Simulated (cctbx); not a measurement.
# Diagnosing a refinement

Cell a = 12.0260 Å, b = 12.0260 Å, c = 12.0260 Å, α = 90.00°, β = 90.00°, γ = 90.00°; space group Fd-3m (no. 227, origin choice 1). The compound is Hf3Ti2FeC.

The data are simulated with cctbx, not measured: Mo Kα, λ = 0.71073 Å, to d = 0.65 Å, 80 % of the full sphere, strongest reflection 5000 counts, noise from counting, a 6 % proportional error and a noise floor of 2 counts (s.d.); no absorption.

An anisotropic refinement with weights 1/σ² prints:

```text
Rint 0.061, 191 unique reflections to 0.65 A
cycle     R1     wR2    GooF  max shift (A)
   1  0.0137  0.0348   1.537   0.00035
   2  0.0112  0.0267   1.181   0.00000
final R1 0.0112 wR2 0.0267 GooF 1.181  parameters 11  data/parameter 17.4
atom        x        y        z      Ueq    occ   su(xyz)  su(Uiso or U11)
Hf1    0.25000  0.93481  0.25000   0.0051  1.000  0.00002  0.0001
Co1    0.87500  0.87500  0.12500   0.0089  1.000  0.00000  0.0002
Ti1    0.32962  0.32962  0.32962   0.0110  1.000  0.00006  0.0002
C1     0.37500  0.87500  0.12500   0.0106  1.000  0.00000  0.0014
difference map: max 0.94 min -1.53 rms 0.26
Q1    0.0350  0.0350  0.4650   32    0.96  1.90 A from Hf1
Q2    0.0759  0.0759  0.1579   96    0.95  0.92 A from Co1
Q3    0.0000  0.0000  0.1018   48    0.93  1.38 A from Ti1
Q4    0.0867  0.0867  0.0867   32    0.91  0.80 A from Co1
Q5    0.0530  0.0530  0.3541   96    0.86  1.02 A from Hf1
Q6    0.0270  0.0270  0.9730   32    0.79  1.10 A from Ti1
```

**Question.** Can this result stand? If not, what is the likely fault?

Mend it. The fault: wrong element: Co1 is Fe. Against the right model at the same level, R1 goes from 0.0099 to 0.0112 and GooF from 0.98 to 1.18. Co1 has 1 electron too many and its U swells to shed them, as expected (near an absorption edge f′ can widen the mismatch well beyond the difference in Z).

The compound is Hf3Ti2FeC. The right model at the same level gives:

```text
Rint 0.061, 191 unique reflections to 0.65 A
cycle     R1     wR2    GooF  max shift (A)
   1  0.0103  0.0239   1.057   0.00028
   2  0.0099  0.0222   0.982   0.00000
final R1 0.0099 wR2 0.0222 GooF 0.982  parameters 11  data/parameter 17.4
atom        x        y        z      Ueq    occ   su(xyz)  su(Uiso or U11)
Hf1    0.25000  0.93481  0.25000   0.0052  1.000  0.00001  0.0001
Fe1    0.87500  0.87500  0.12500   0.0070  1.000  0.00000  0.0002
Ti1    0.32959  0.32959  0.32959   0.0111  1.000  0.00005  0.0002
C1     0.37500  0.87500  0.12500   0.0107  1.000  0.00000  0.0012
difference map: max 0.94 min -0.83 rms 0.23
Q1    0.0340  0.0340  0.4660   32    0.98  1.90 A from Hf1
Q2    0.0926  0.0926  0.0926   32    0.91  0.68 A from Fe1
Q3    0.0000  0.0000  0.1011   48    0.90  1.38 A from Ti1
Q4    0.0534  0.0534  0.3535   96    0.85  1.02 A from Hf1
Q5    0.0730  0.0730  0.1589   96    0.81  0.97 A from Fe1
Q6    0.0278  0.0278  0.9722   32    0.77  1.08 A from Ti1
```

The model is made up (kin elements in a known structure type, no relaxation), so it says nothing on whether the phase exists.

[Middle refinement cycles are left out of these outputs.]

[Logs are printed without paths, hosts, clocks, repeated set-up lines and the standing remarks that a program may print on its own settings, such as how far it seeks lower states.]
